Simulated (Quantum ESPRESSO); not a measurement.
# Collinear magnetic orders of MnO2 with Quantum ESPRESSO, part 3 of 3

Aim: find out which collinear order of MnO2 costs least.

Quantum ESPRESSO 7.5; LDA with U = 4 eV on Mn d (ortho-atomic projectors); plane waves with GBRV 1.5 LDA potentials, no spin-orbit coupling.

So far, absolute magnetization (μB): step 2 (run 1 (ferro ++++)) 13.8; step 3 (start 2: antiferro ++−−) 13.5; step 4 (run 3 (ferri +++−)) 13.6; step 6 (the lowest state again, with its states saved) 13.8.

### Step 7. Projections on atomic orbitals

Level of this step: LDA with U = 4 eV on Mn d (ortho-atomic projectors); plane waves with GBRV 1.5 LDA potentials, no spin-orbit coupling, projections on orthogonalised atomic orbitals (Quantum ESPRESSO).

projwfc.x projects the saved states on orthogonalised atomic orbitals of the pseudopotential files.

What it wrote:

```text
[banner, memory and clock lines left out]
Program PROJWFC v.7.5 starts

     [... lines left out ...]
     IMPORTANT: XC functional enforced from input :
     Exchange-correlation= PZ
                           (   1   1   0   0   0   0   0)
     Any further DFT definition will be discarded
     Please, verify this is what you really want

     G-vector sticks info

     Check: negative core charge=   -0.000041

     Gaussian broadening (read from input): ngauss,degauss=   0    0.010000

     Calling projwave ....

  Problem Sizes
  natomwfc =           84
  nbnd     =           83
  nkstot   =           16
  npwx     =         3759
  nkb      =          176

     Atomic states used for projection
     (read from pseudopotential files):

     state #   1: atom   1 (Mn ), wfc  1 (l=0 m= 1)
     state #   2: atom   1 (Mn ), wfc  2 (l=1 m= 1)
     state #   3: atom   1 (Mn ), wfc  2 (l=1 m= 2)
     state #   4: atom   1 (Mn ), wfc  2 (l=1 m= 3)
     state #   5: atom   1 (Mn ), wfc  3 (l=0 m= 1)
     state #   6: atom   1 (Mn ), wfc  4 (l=2 m= 1)
     state #   7: atom   1 (Mn ), wfc  4 (l=2 m= 2)
     state #   8: atom   1 (Mn ), wfc  4 (l=2 m= 3)
     state #   9: atom   1 (Mn ), wfc  4 (l=2 m= 4)
     state #  10: atom   1 (Mn ), wfc  4 (l=2 m= 5)
     state #  11: atom   1 (Mn ), wfc  5 (l=1 m= 1)
     state #  12: atom   1 (Mn ), wfc  5 (l=1 m= 2)
     state #  13: atom   1 (Mn ), wfc  5 (l=1 m= 3)
     state #  14: atom   2 (Mn ), wfc  1 (l=0 m= 1)
[...]
state #  41: atom   4 (Mn ), wfc  2 (l=1 m= 1)
     state #  42: atom   4 (Mn ), wfc  2 (l=1 m= 2)
     state #  43: atom   4 (Mn ), wfc  2 (l=1 m= 3)
     state #  44: atom   4 (Mn ), wfc  3 (l=0 m= 1)
     state #  45: atom   4 (Mn ), wfc  4 (l=2 m= 1)
     state #  46: atom   4 (Mn ), wfc  4 (l=2 m= 2)
     state #  47: atom   4 (Mn ), wfc  4 (l=2 m= 3)
     state #  48: atom   4 (Mn ), wfc  4 (l=2 m= 4)
     state #  49: atom   4 (Mn ), wfc  4 (l=2 m= 5)
     state #  50: atom   4 (Mn ), wfc  5 (l=1 m= 1)
     state #  51: atom   4 (Mn ), wfc  5 (l=1 m= 2)
     state #  52: atom   4 (Mn ), wfc  5 (l=1 m= 3)
     state #  53: atom   5 (O  ), wfc  1 (l=0 m= 1)
     state #  54: atom   5 (O  ), wfc  2 (l=1 m= 1)
     state #  55: atom   5 (O  ), wfc  2 (l=1 m= 2)
     state #  56: atom   5 (O  ), wfc  2 (l=1 m= 3)
     state #  57: atom   6 (O  ), wfc  1 (l=0 m= 1)
     state #  58: atom   6 (O  ), wfc  2 (l=1 m= 1)
     state #  59: atom   6 (O  ), wfc  2 (l=1 m= 2)
     state #  60: atom   6 (O  ), wfc  2 (l=1 m= 3)
     state #  61: atom   7 (O  ), wfc  1 (l=0 m= 1)
     state #  62: atom   7 (O  ), wfc  2 (l=1 m= 1)
     state #  63: atom   7 (O  ), wfc  2 (l=1 m= 2)
     state #  64: atom   7 (O  ), wfc  2 (l=1 m= 3)
     state #  65: atom   8 (O  ), wfc  1 (l=0 m= 1)
     state #  66: atom   8 (O  ), wfc  2 (l=1 m= 1)
[...]
state #  73: atom  10 (O  ), wfc  1 (l=0 m= 1)
     state #  74: atom  10 (O  ), wfc  2 (l=1 m= 1)
     state #  75: atom  10 (O  ), wfc  2 (l=1 m= 2)
     state #  76: atom  10 (O  ), wfc  2 (l=1 m= 3)
     state #  77: atom  11 (O  ), wfc  1 (l=0 m= 1)
     state #  78: atom  11 (O  ), wfc  2 (l=1 m= 1)
     state #  79: atom  11 (O  ), wfc  2 (l=1 m= 2)
     state #  80: atom  11 (O  ), wfc  2 (l=1 m= 3)
     state #  81: atom  12 (O  ), wfc  1 (l=0 m= 1)
     state #  82: atom  12 (O  ), wfc  2 (l=1 m= 1)
     state #  83: atom  12 (O  ), wfc  2 (l=1 m= 2)
     state #  84: atom  12 (O  ), wfc  2 (l=1 m= 3)

 [... projections of the bands left out ...]

Lowdin Charges:

     Atom #   1: total charge =  14.4258, s =  2.3433, p =  7.0156, d =  5.0670,
                 spin up      =   8.8259, s =  1.1852,
                 spin up      =   8.8259, p =  3.5199, pz=  1.1733, px=  1.1733, py=  1.1733,
                 spin up      =   8.8259, d =  4.1208, dz2=  0.5729, dxz=  0.9917, dyz=  0.9917, dx2-y2=  0.5729, dxy=  0.9917,
                 spin down    =   5.5999, s =  1.1581,
[...]
spin down    =   5.5999, p =  3.4957, pz=  1.1652, px=  1.1652, py=  1.1652,
                 spin down    =   5.5999, d =  0.9461, dz2=  0.3097, dxz=  0.1089, dyz=  0.1089, dx2-y2=  0.3097, dxy=  0.1089,
                 polarization =   3.2260, s =  0.0271, p =  0.0241, d =  3.1747,
     Atom #   3: total charge =  14.4258, s =  2.3433, p =  7.0156, d =  5.0670,
                 spin up      =   8.8259, s =  1.1852,
                 spin up      =   8.8259, p =  3.5199, pz=  1.1733, px=  1.1733, py=  1.1733,
                 spin up      =   8.8259, d =  4.1208, dz2=  0.5729, dxz=  0.9917, dyz=  0.9917, dx2-y2=  0.5729, dxy=  0.9917,
                 spin down    =   5.5999, s =  1.1581,
                 spin down    =   5.5999, p =  3.4957, pz=  1.1652, px=  1.1652, py=  1.1652,
                 spin down    =   5.5999, d =  0.9461, dz2=  0.3097, dxz=  0.1089, dyz=  0.1089, dx2-y2=  0.3097, dxy=  0.1089,
                 polarization =   3.2260, s =  0.0271, p =  0.0241, d =  3.1747,
     Atom #   4: total charge =  14.4258, s =  2.3433, p =  7.0156, d =  5.0670,
                 spin up      =   8.8259, s =  1.1852,
                 spin up      =   8.8259, p =  3.5199, pz=  1.1733, px=  1.1733, py=  1.1733,
                 spin up      =   8.8259, d =  4.1208, dz2=  0.5729, dxz=  0.9917, dyz=  0.9917, dx2-y2=  0.5729, dxy=  0.9917,
                 spin down    =   5.5999, s =  1.1581,
                 spin down    =   5.5999, p =  3.4957, pz=  1.1652, px=  1.1652, py=  1.1652,
                 spin down    =   5.5999, d =  0.9461, dz2=  0.3097, dxz=  0.1089, dyz=  0.1089, dx2-y2=  0.3097, dxy=  0.1089,
                 polarization =   3.2260, s =  0.0271, p =  0.0241, d =  3.1747,
     Atom #   5: total charge =   6.2616, s =  1.6252, p =  4.6364, d =  0.0000,
                 spin up      =   3.0728, s =  0.8156,
                 spin up      =   3.0728, p =  2.2572, pz=  0.7524, px=  0.7524, py=  0.7524,
                 spin up      =   3.0728, d =  0.0000, dz2=  0.0000, dxz=  0.0000, dyz=  0.0000, dx2-y2=  0.0000, dxy=  0.0000,
                 spin down    =   3.1888, s =  0.8096,
                 spin down    =   3.1888, p =  2.3792, pz=  0.7931, px=  0.7931, py=  0.7931,
                 spin down    =   3.1888, d =  0.0000, dz2=  0.0000, dxz=  0.0000, dyz=  0.0000, dx2-y2=  0.0000, dxy=  0.0000,
                 polarization =  -0.1160, s =  0.0060, p = -0.1221, d =  0.0000,
     Atom #   6: total charge =   6.2616, s =  1.6252, p =  4.6364, d =  0.0000,
                 spin up      =   3.0728, s =  0.8156,
                 spin up      =   3.0728, p =  2.2572, pz=  0.7524, px=  0.7524, py=  0.7524,
                 spin up      =   3.0728, d =  0.0000, dz2=  0.0000, dxz=  0.0000, dyz=  0.0000, dx2-y2=  0.0000, dxy=  0.0000,
                 spin down    =   3.1888, s =  0.8096,
                 spin down    =   3.1888, p =  2.3792, pz=  0.7931, px=  0.7931, py=  0.7931,
                 spin down    =   3.1888, d =  0.0000, dz2=  0.0000, dxz=  0.0000, dyz=  0.0000, dx2-y2=  0.0000, dxy=  0.0000,
                 polarization =  -0.1160, s =  0.0060, p = -0.1221, d =  0.0000,
     Atom #   7: total charge =   6.2616, s =  1.6252, p =  4.6364, d =  0.0000,
                 spin up      =   3.0728, s =  0.8156,
                 spin up      =   3.0728, p =  2.2572, pz=  0.7524, px=  0.7524, py=  0.7524,
                 spin up      =   3.0728, d =  0.0000, dz2=  0.0000, dxz=  0.0000, dyz=  0.0000, dx2-y2=  0.0000, dxy=  0.0000,
                 spin down    =   3.1888, s =  0.8096,
                 spin down    =   3.1888, p =  2.3792, pz=  0.7931, px=  0.7931, py=  0.7931,
                 spin down    =   3.1888, d =  0.0000, dz2=  0.0000, dxz=  0.0000, dyz=  0.0000, dx2-y2=  0.0000, dxy=  0.0000,
                 polarization =  -0.1160, s =  0.0060, p = -0.1221, d =  0.0000,
     Atom #   8: total charge =   6.2616, s =  1.6252, p =  4.6364, d =  0.0000,
                 spin up      =   3.0728, s =  0.8156,
                 spin up      =   3.0728, p =  2.2572, pz=  0.7524, px=  0.7524, py=  0.7524,
                 spin up      =   3.0728, d =  0.0000, dz2=  0.0000, dxz=  0.0000, dyz=  0.0000, dx2-y2=  0.0000, dxy=  0.0000,
                 spin down    =   3.1888, s =  0.8096,
                 spin down    =   3.1888, p =  2.3792, pz=  0.7931, px=  0.7931, py=  0.7931,
                 spin down    =   3.1888, d =  0.0000, dz2=  0.0000, dxz=  0.0000, dyz=  0.0000, dx2-y2=  0.0000, dxy=  0.0000,
                 polarization =  -0.1160, s =  0.0060, p = -0.1221, d =  0.0000,
     Atom #   9: total charge =   6.2616, s =  1.6252, p =  4.6364, d =  0.0000,
                 spin up      =   3.0728, s =  0.8156,
                 spin up      =   3.0728, p =  2.2572, pz=  0.7524, px=  0.7524, py=  0.7524,
                 spin up      =   3.0728, d =  0.0000, dz2=  0.0000, dxz=  0.0000, dyz=  0.0000, dx2-y2=  0.0000
```

The job ended after 2.2 s (4 MPI ranks of Intel Xeon Platinum 8488C (Sapphire Rapids), shared host; peak memory 0.39 GiB).

```
atom  moment in the sphere (μB)  Löwdin moment (μB)  Löwdin charge (e)
 Mn1                      2.769               3.226             14.426
 Mn2                      2.769               3.226             14.426
 Mn3                      2.769               3.226             14.426
 Mn4                      2.769               3.226             14.426
  O5                     -0.095              -0.116              6.262
  O6                     -0.095              -0.116              6.262
  O7                     -0.095              -0.116              6.262
  O8                     -0.095              -0.116              6.262
  O9                     -0.095              -0.116              6.262
 O10                     -0.095              -0.116              6.262
 O11                     -0.095              -0.116              6.262
 O12                     -0.095              -0.116              6.262
```

### Step 8. Occupations of the corrected shells in the lowest state

Occupations of the Hubbard shells:

```
block  type  shell  spin  electrons             occupation numbers
    1    Mn     3d    up      4.121  0.571 0.571 0.991 0.994 0.994
    1    Mn     3d  down     0.9462  0.095 0.095 0.132 0.312 0.312
    2    Mn     3d    up      4.121  0.571 0.571 0.991 0.994 0.994
    2    Mn     3d  down     0.9462  0.095 0.095 0.132 0.312 0.312
    3    Mn     3d    up      4.121  0.571 0.571 0.991 0.994 0.994
    3    Mn     3d  down     0.9462  0.095 0.095 0.132 0.312 0.312
    4    Mn     3d    up      4.121  0.571 0.571 0.991 0.994 0.994
    4    Mn     3d  down     0.9462  0.095 0.095 0.132 0.312 0.312
```

### Step 9. What came out

* lowest state found: ferromagnetic (from ferro ++++)
* largest site moment: 2.77 μB
* next state with moments: ferrimagnetic, 42.9 meV a seeded atom higher

The largest moment reads 2.77 μB in the sphere and 3.23 μB by Löwdin projection; a site moment hangs on how space is shared out. This is the lowest of 3 collinear or spinless starts, no proof of the ground state.

[Logs and program files are shortened in this print: banners, set-up blocks, solver, clock and traceback lines can be left out without a mark of their own.]

[Logs are printed without paths, hosts, clocks, repeated set-up lines and the standing remarks that a program may print on its own settings, such as how far it seeks lower states.]

[Hosts, paths, dates, database ids (printed as entryN), source tags and the programs' standing remarks are cut or masked in the printed files.]

[Where a cell is said to come from a database of computed structures, the database is the Materials Project.]
